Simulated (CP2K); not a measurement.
Consider fluorocarbonylacetylene at its PBE geometry (Å).

```xyz
6

C     1.5006   -0.1405    0.3702
C     0.3236   -0.0465    0.0967
C    -1.0746    0.0229   -0.2040
O    -1.9555   -0.6949    0.1840
F    -1.3354    1.0793   -1.0576
H     2.5414   -0.2202    0.6106
```

Method: CP2K XAS_TDP, all-electron GAPW, PBEh(45%), aug-cc-pVDZ, TDA, GW2X-corrected core level, no relativity.

**Question.** Predict the bright core excitations at the C K edge.

Leading lines: C1 287.10 eV, C2 287.40 eV and C3 290.84 eV. The leading line of an atom is its first one with 35 % of the strongest within 2.5 eV of its lowest line over the strength cut. Core ionisation energies at this level: C2 293.69, C3 298.82 and C1 293.89 eV.

The first six lines of each atom with a strength over 0.0015:

```
                     atom  energy (eV)  states  strength, one atom  above the computed threshold
   C1 (bonded to C and H)       287.10       1              0.0487                              
                                288.47       1              0.0489                              
                                291.52       1              0.0086                              
                                292.34       1              0.0039                              
                                293.25       1              0.0076                              
                                293.59       1              0.0108                              
       C2 (bonded to 2 C)       287.40       1              0.0209                              
                                288.19       1              0.0496                              
                                291.49       1              0.0374                              
                                293.16       1              0.0113                              
                                293.41       2              0.0028                              
                                294.69       1              0.0024                           yes
C3 (bonded to C, F and O)       290.84       1              0.0649                              
                                295.17       1              0.0273                              
                                296.90       1              0.0079                              
                                297.36       1              0.0190                              
                                297.55       1              0.0066                              
                                298.48       2              0.0098
```

Lines are vertical, at one geometry, with no vibrational structure. GW2X ionisation energies and lines can be off by 1 to 2 eV either way, and a good line position may hide errors that cancel. These values hold no scalar relativity, about 0.1 eV for C 1s. Rydberg lines, and the discretised continuum above threshold, depend on the basis and the box.

[Banner, clock and machine lines of the logs are left out without a mark of their own.]

[Logs are printed without paths, hosts, clocks, repeated set-up lines and the standing remarks that a program may print on its own settings, such as how far it seeks lower states.]

[Hosts, paths, dates, database ids (printed as entryN), source tags and the programs' standing remarks are cut or masked in the printed files.]
